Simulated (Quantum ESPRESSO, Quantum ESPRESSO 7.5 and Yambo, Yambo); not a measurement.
## Quasiparticle gap of SiC (P6_3mc) in Yambo

Aim: the G0W0 gap of SiC (P6_3mc) on PBE, step by step.

Program: Quantum ESPRESSO 7.5 and Yambo 5.3.0. Level of theory: PBE and many-body steps on it, plane waves. Results are calculated unless marked as measured.

**The experiments to reproduce.**

- Gap 3.33 eV: band gap at cryogenic temperature; bulk crystal (literature value) (quoted in “Silicon carbide diodes for neutron detection”, 2020, arxiv:2009.14696).

This is a report of a sequence of runs, with most program output left out.

### Step 1. The structure

It takes space group P6_3mc (No. 186, hexagonal). The conventional cell has a = 3.074 Å, b = 3.074 Å, c = 5.045 Å, α = 90.00°, β = 90.00°, γ = 120.00°. Nearest to Si lie 4 C at 1.88 to 1.90 Å. C has 4 Si at 1.88 to 1.90 Å nearest. Farther neighbours are not listed.

The cell and positions are those that the Materials Project relaxed with its own functionals (PBE, PBE+U or r2SCAN), kept fixed.

### Step 2. Ground state

This step: Quantum ESPRESSO 7.5; DFT, PBE, plane waves, norm-conserving pseudopotentials.

The ground-state density comes first.

File pw.in:

```
&control
  calculation = 'scf'
  prefix = 'x'
  outdir = 'o'
  pseudo_dir = 'pseudo'
/
&system
  ibrav = 0
  nat = 4
  ntyp = 2
  ecutwfc = 74.0
  nbnd = 14
  force_symmorphic = .true.
/
&electrons
  conv_thr = 1e-10
  electron_maxstep = 80
  mixing_beta = 0.5
/
ATOMIC_SPECIES
  Si 28.085 Si.upf
  C 12.011 C.upf
CELL_PARAMETERS angstrom
  3.0735139282 0.0000000000 0.0000000000
  -1.5367569641 2.6617411407 0.0000000000
  0.0000000000 0.0000000000 5.0452477100
ATOMIC_POSITIONS crystal
  Si 0.3333333333 0.6666666667 0.4996024000
  Si 0.6666666667 0.3333333333 0.9996024000
  C 0.3333333333 0.6666666667 0.8753976000
  C 0.6666666667 0.3333333333 0.3753976000
K_POINTS automatic
  6 6 4 0 0 0
```

Started as:

```
> OMP_NUM_THREADS=1 mpirun -n 4 pw.x -nk 4 -in pw.in > pw.out
```

Elapsed: 5.1 s, on 4 MPI ranks of Arm Neoverse V1, shared host; peak memory 0.24 GiB; 20 s of CPU time.

Numbers from this step:

- total energy: -558.8921 eV
- gap: 2.275 eV
- k of the valence top: 0, 0, 0
- k of the conduction bottom: 0.3333, 0.3333, 0
- least direct gap: 3.985 eV

The gap is indirect, with the least direct gap 1.71 eV higher.

### Step 3. Bands along the symmetry lines

Levels along a band path, at the cheap level, show where the edges lie and whether the meshes to come will hold them.

File pw.in:

```
&control
  calculation = 'bands'
  prefix = 'x'
  outdir = 'o'
  pseudo_dir = 'pseudo'
/
&system
  ibrav = 0
  nat = 4
  ntyp = 2
  ecutwfc = 74.0
  nbnd = 14
  force_symmorphic = .true.
/
&electrons
  conv_thr = 1e-9
  electron_maxstep = 80
  diago_full_acc = .true.
  diago_thr_init = 5e-6
/
ATOMIC_SPECIES
  Si 28.085 Si.upf
  C 12.011 C.upf
CELL_PARAMETERS angstrom
  3.0735139282 0.0000000000 0.0000000000
  -1.5367569641 2.6617411407 0.0000000000
  0.0000000000 0.0000000000 5.0452477100
ATOMIC_POSITIONS crystal
  Si 0.3333333333 0.6666666667 0.4996024000
  Si 0.6666666667 0.3333333333 0.9996024000
  C 0.3333333333 0.6666666667 0.8753976000
  C 0.6666666667 0.3333333333 0.3753976000
K_POINTS crystal
  75
  0.00000000 0.00000000 0.00000000 1
  0.06250000 0.00000000 0.00000000 1
  0.12500000 0.00000000 0.00000000 1
  0.18750000 0.00000000 0.00000000 1
  0.25000000 0.00000000 0.00000000 1
  0.31250000 0.00000000 0.00000000 1
  0.37500000 0.00000000 0.00000000 1
  0.43750000 0.00000000 0.00000000 1
  0.50000000 0.00000000 0.00000000 1
  0.47916667 0.04166667 0.00000000 1
  0.45833333 0.08333333 0.00000000 1
  0.43750000 0.12500000 0.00000000 1
  0.41666666 0.16666666 0.00000000 1
  0.39583333 0.20833333 0.00000000 1
  0.37500000 0.25000000 0.00000000 1
  0.35416666 0.29166666 0.00000000 1
  0.33333333 0.33333333 0.00000000 1
  0.29166666 0.29166666 0.00000000 1
  0.25000000 0.25000000 0.00000000 1
  0.20833333 0.20833333 0.00000000 1
  0.16666666 0.16666666 0.00000000 1
  0.12500000 0.12500000 0.00000000 1
  0.08333333 0.08333333 0.00000000 1
  0.04166667 0.04166667 0.00000000 1
  0.00000000 0.00000000 0.00000000 1
  0.00000000 0.00000000 0.06250000 1
  0.00000000 0.00000000 0.12500000 1
  0.00000000 0.00000000 0.18750000 1
  0.00000000 0.00000000 0.25000000 1
  0.00000000 0.00000000 0.31250000 1
  0.00000000 0.00000000 0.37500000 1
  0.00000000 0.00000000 0.43750000 1
  0.00000000 0.00000000 0.50000000 1
  0.06250000 0.00000000 0.50000000 1
  0.12500000 0.00000000 0.50000000 1
  0.18750000 0.00000000 0.50000000 1
  0.25000000 0.00000000 0.50000000 1
  0.31250000 0.00000000 0.50000000 1
  0.37500000 0.00000000 0.50000000 1
  0.43750000 0.00000000 0.50000000 1
  0.50000000 0.00000000 0.50000000 1
  0.47916667 0.04166667 0.50000000 1
  0.45833333 0.08333333 0.50000000 1
  0.43750000 0.12500000 0.50000000 1
  0.41666666 0.16666666 0.50000000 1
  0.39583333 0.20833333 0.50000000 1
  0.37500000 0.25000000 0.50000000 1
  0.35416666 0.29166666 0.50000000 1
  0.33333333 0.33333333 0.50000000 1
  0.29166666 0.29166666 0.50000000 1
  0.25000000 0.25000000 0.50000000 1
  0.20833333 0.20833333 0.50000000 1
  0.16666666 0.16666666 0.50000000 1
  0.12500000 0.12500000 0.50000000 1
  0.08333333 0.08333333 0.50000000 1
  0.04166667 0.04166667 0.50000000 1
  0.00000000 0.00000000 0.50000000 1
  0.50000000 0.00000000 0.50000000 1
  0.50000000 0.00000000 0.43750000 1
  0.50000000 0.00000000 0.37500000 1
  0.50000000 0.00000000 0.31250000 1
  0.50000000 0.00000000 0.25000000 1
  0.50000000 0.00000000 0.18750000 1
  0.50000000 0.00000000 0.12500000 1
  0.50000000 0.00000000 0.06250000 1
  0.50000000 -0.00000000 0.00000000 1
  0.33333333 0.33333333 0.50000000 1
  0.33333333 0.33333333 0.43750000 1
  0.33333333 0.33333333 0.37500000 1
  0.33333333 0.33333333 0.31250000 1
  0.33333333 0.33333333 0.25000000 1
  0.33333333 0.33333333 0.18750000 1
  0.33333333 0.33333333 0.12500000 1
  0.33333333 0.33333333 0.06250000 1
  0.33333333 0.33333333 0.00000000 1
```

It took 4.6 s on 4 MPI ranks; peak memory 0.21 GiB.

This step gave:

| Quantity | Value |
| --- | --- |
| gap | 2.275 eV |
| k of the valence top | 0, 0, 0 |
| k of the conduction bottom | 0.3333, 0.3333, 0 |
| least direct gap | 3.985 eV |

The gap is 2.275 eV, as in the run before at this level.

The electronic bands at the labelled points (eV, zero at the top of the highest filled band; v1 is the highest filled band, c1 the lowest empty one):

| point | v4 | v3 | v2 | v1 | c1 | c2 | c3 | c4 |
| --- | --- | --- | --- | --- | --- | --- | --- | --- |
| Γ | -1.32 | -0.11 | 0.00 | 0.00 | 4.82 | 6.22 | 6.68 | 6.68 |
| halfway | -2.97 | -2.53 | -1.02 | -0.61 | 4.06 | 5.85 | 7.26 | 7.67 |
| M | -5.45 | -3.33 | -3.30 | -1.20 | 2.79 | 4.23 | 6.90 | 7.14 |
| halfway | -5.40 | -4.67 | -3.37 | -2.55 | 3.20 | 5.17 | 7.69 | 8.51 |
| K | -6.27 | -4.05 | -4.05 | -3.84 | 2.28 | 8.18 | 8.87 | 8.87 |
| halfway | -4.15 | -2.82 | -1.45 | -1.25 | 5.07 | 5.82 | 7.01 | 7.22 |
| Γ | -1.32 | -0.11 | 0.00 | 0.00 | 4.82 | 6.22 | 6.68 | 6.68 |
| halfway | -1.15 | -1.15 | -0.22 | -0.22 | 5.10 | 6.80 | 6.80 | 7.04 |
| A | -0.71 | -0.71 | -0.71 | -0.71 | 5.91 | 5.91 | 7.37 | 7.37 |
| halfway | -2.96 | -2.96 | -1.72 | -1.72 | 4.50 | 4.50 | 7.37 | 7.37 |
| L | -2.45 | -2.45 | -2.34 | -2.34 | 3.29 | 3.29 | 5.27 | 5.27 |
| halfway | -4.26 | -4.26 | -1.92 | -1.92 | 4.29 | 4.29 | 6.37 | 6.37 |
| H | -5.66 | -5.66 | -1.74 | -1.74 | 5.08 | 5.08 | 6.03 | 6.03 |
| halfway | -3.02 | -3.02 | -2.50 | -2.50 | 5.18 | 5.18 | 7.55 | 7.55 |
| A | -0.71 | -0.71 | -0.71 | -0.71 | 5.91 | 5.91 | 7.37 | 7.37 |
| jump to L | -2.45 | -2.45 | -2.34 | -2.34 | 3.29 | 3.29 | 5.27 | 5.27 |
| halfway | -4.15 | -3.10 | -2.34 | -1.63 | 3.11 | 3.27 | 6.64 | 7.05 |
| M | -5.45 | -3.33 | -3.30 | -1.20 | 2.79 | 4.23 | 6.90 | 7.14 |
| jump to H | -5.66 | -5.66 | -1.74 | -1.74 | 5.08 | 5.08 | 6.03 | 6.03 |
| halfway | -6.47 | -4.52 | -2.82 | -2.82 | 3.50 | 6.58 | 6.58 | 7.84 |
| K | -6.27 | -4.05 | -4.05 | -3.84 | 2.28 | 8.18 | 8.87 | 8.87 |

### Step 4. Empty states on the mesh, 3×3×4 mesh, 495 bands

The sums over transitions need many empty states on a uniform mesh; this step solves for them.

File pw.in:

```
&control
  calculation = 'nscf'
  prefix = 'x'
  outdir = 'o'
  pseudo_dir = 'pseudo'
/
&system
  ibrav = 0
  nat = 4
  ntyp = 2
  ecutwfc = 74.0
  nbnd = 495
  force_symmorphic = .true.
/
&electrons
  conv_thr = 1e-9
  electron_maxstep = 80
  diago_full_acc = .true.
  diago_thr_init = 5e-6
/
ATOMIC_SPECIES
  Si 28.085 Si.upf
  C 12.011 C.upf
CELL_PARAMETERS angstrom
  3.0735139282 0.0000000000 0.0000000000
  -1.5367569641 2.6617411407 0.0000000000
  0.0000000000 0.0000000000 5.0452477100
ATOMIC_POSITIONS crystal
  Si 0.3333333333 0.6666666667 0.4996024000
  Si 0.6666666667 0.3333333333 0.9996024000
  C 0.3333333333 0.6666666667 0.8753976000
  C 0.6666666667 0.3333333333 0.3753976000
K_POINTS automatic
  3 3 4 0 0 0
```

It took 82 s on 4 MPI ranks; peak memory 0.82 GiB; 5.5 min of CPU time.

Numbers from this step:

* gap: 2.275 eV
* k of the valence top: 0, 0, 0
* k of the conduction bottom: 0.3333, 0.3333, 0
* least direct gap: 4.293 eV
* k points computed: 10
* lowest point of the top converged band, above the valence top: 278.6746 eV

On this mesh the gap is 2.275 eV.

### Step 5. Conversion and set-up

This step: Yambo 5.3.0; conversion and set-up on PBE, plane waves, norm-conserving pseudopotentials.

The states are converted to the many-body program's format and the q mesh is built.

Started as:

```
> (cd o/x.save; p2y > p2y.log; mv SAVE ../..); yambo > setup.log
```

Wall time 2.2 s (1 MPI rank); peak memory 0.23 GiB.

### Step 6. Screening and self-energy, 3×3×4 mesh, 495 bands, screening to 353.7 eV

Now the one-shot GW correction: screening in the RPA, then the self-energy of the levels asked for.

This step: G0W0 on PBE, plane waves, norm-conserving pseudopotentials.

File gw3.in:

```
HF_and_locXC
gw0
dyson
ppa
em1d
rim_cut
RandQpts= 1000000
RandGvec= 1 RL
EXXRLvcs= 74 Ry
VXCRLvcs= 296 Ry
Chimod= "HARTREE"
% BndsRnXp
 1 | 495 |
%
NGsBlkXp= 26 Ry
% LongDrXp
 1 | 1 | 1 |
%
% GbndRnge
 1 | 495 |
%
DysSolver= "n"
ExtendOut
PPAPntXp= 27.21138 eV
% QPkrange
 1 | 1 | 7 | 10 |
 7 | 7 | 7 | 10 |
 4 | 4 | 7 | 10 |
%
```

Started as:

```
> OMP_NUM_THREADS=1 mpirun -n 4 yambo -F gw3.in -J gw3 -C gw3 > gw3.log
```

Run time: 21 min. Hardware: 4 MPI ranks; peak memory 2.6 GiB.

This step gave:

```yaml
g0w0_gap_on_the_points_computed: 3.094 eV
starting_gap_on_the_mesh: 2.275 eV
k_of_the_valence_top: 0, 0, 0
k_of_the_conduction_bottom: 0.3333, 0.3333, 0
least_direct_g0w0_gap_on_the_computed_points: 5.307 eV
z_at_the_valence_top: 0.7945
z_at_the_conduction_bottom: 0.8273
```

The gap on the mesh goes from 2.28 eV to 3.09 eV, a correction of +0.82 eV.

Limits: finite bands, cutoff and mesh; coarse k mesh. v1 is the top filled band, c1 the lowest empty one. The levels before and after the correction (eV, zero at the valence-band top of each column):

|  | conduction bottom | valence top |
| --- | --- | --- |
| Kohn-Sham | 2.28 | 0.00 |
| G0W0 | 3.09 | 0.00 |

|  | level | energy (eV) |
| --- | --- | --- |
| Kohn-Sham | Γ v2-v1 | 0.000 |
| Kohn-Sham | Γ c1 | 4.820 |
| Kohn-Sham | Γ c2 | 6.220 |
| Kohn-Sham | (0.333 0.333 0) v2 | -4.053 |
| Kohn-Sham | (0.333 0.333 0) v1 | -3.842 |
| Kohn-Sham | (0.333 0.333 0) c1 | 2.275 |
| Kohn-Sham | (0.333 0.333 0) c2 | 8.182 |
| G0W0 | Γ v2-v1 | 0.000 |
| G0W0 | Γ c1 | 5.818 |
| G0W0 | Γ c2 | 7.128 |
| G0W0 | (0.333 0.333 0) v2 | -4.307 |
| G0W0 | (0.333 0.333 0) v1 | -4.114 |
| G0W0 | (0.333 0.333 0) c1 | 3.094 |
| G0W0 | (0.333 0.333 0) c2 | 9.325 |

### Step 7. Where the time went

Times are wall times on the hardware named with each run, good to a factor of about two.

| step | time | share | memory (GiB) |
| --- | --- | --- | --- |
| ground state | 5.1 s | 0 % | 0.24 |
| bands along the symmetry lines | 4.6 s | 0 % | 0.21 |
| empty states on the mesh | 82 s | 6 % | 0.82 |
| conversion and set-up | 2.2 s | 0 % | 0.23 |
| screening and self-energy | 21 min | 93 % | 2.6 |

### Step 8. Summary of results

```json
{
  "PBE gap": "2.28 eV, indirect",
  "G0W0 gap on the mesh": "3.09 eV",
  "GW settings": "3×3×4 mesh, 495 bands, screening to 353.7 eV, Godby-Needs plasmon pole",
  "known limits": "not at the basis limit; coarse k mesh"
}
```

What this shows: G0W0 moves the gap on the mesh from 2.28 eV to 3.09 eV (+0.82 eV), with Z of 0.79 and 0.83 at the edges. Only 3 of the mesh's irreducible points were corrected, so a valley elsewhere could overtake. The dearest step here is «screening and self-energy». Against experiment, by G0W0@PBE: the gap of 3.09 eV lies −0.24 eV from the measured 3.33 eV (kind not stated, quoted 2020). The calculation has static nuclei and no excitons; a measured gap holds zero-point and thermal motion, which mostly lowers it. Bands and cutoff are finite, so the gap is not at the basis limit. The miss can reach some tenths of an eV and take either sign; the mesh is an error of its own. In the G0W0 run levels were corrected at 3 k points alone, so a gap called «on the mesh» is the least over those, and an edge elsewhere would be missed. The 3×3×4 mesh is coarse for this cell, which bears on the long-range parts of exchange and screening.

[Paths, hosts, dates, memory and timing lines, banners, echoed tables and standing remarks are left out of the program output.]

[Logs are printed without paths, hosts, clocks, repeated set-up lines and the standing remarks that a program may print on its own settings, such as how far it seeks lower states.]

[Runs of the session that timed out or met a known fault of the program may be left out.]

[Hosts, paths, dates, database ids (printed as entryN), source tags and the programs' standing remarks are cut or masked in the printed files.]
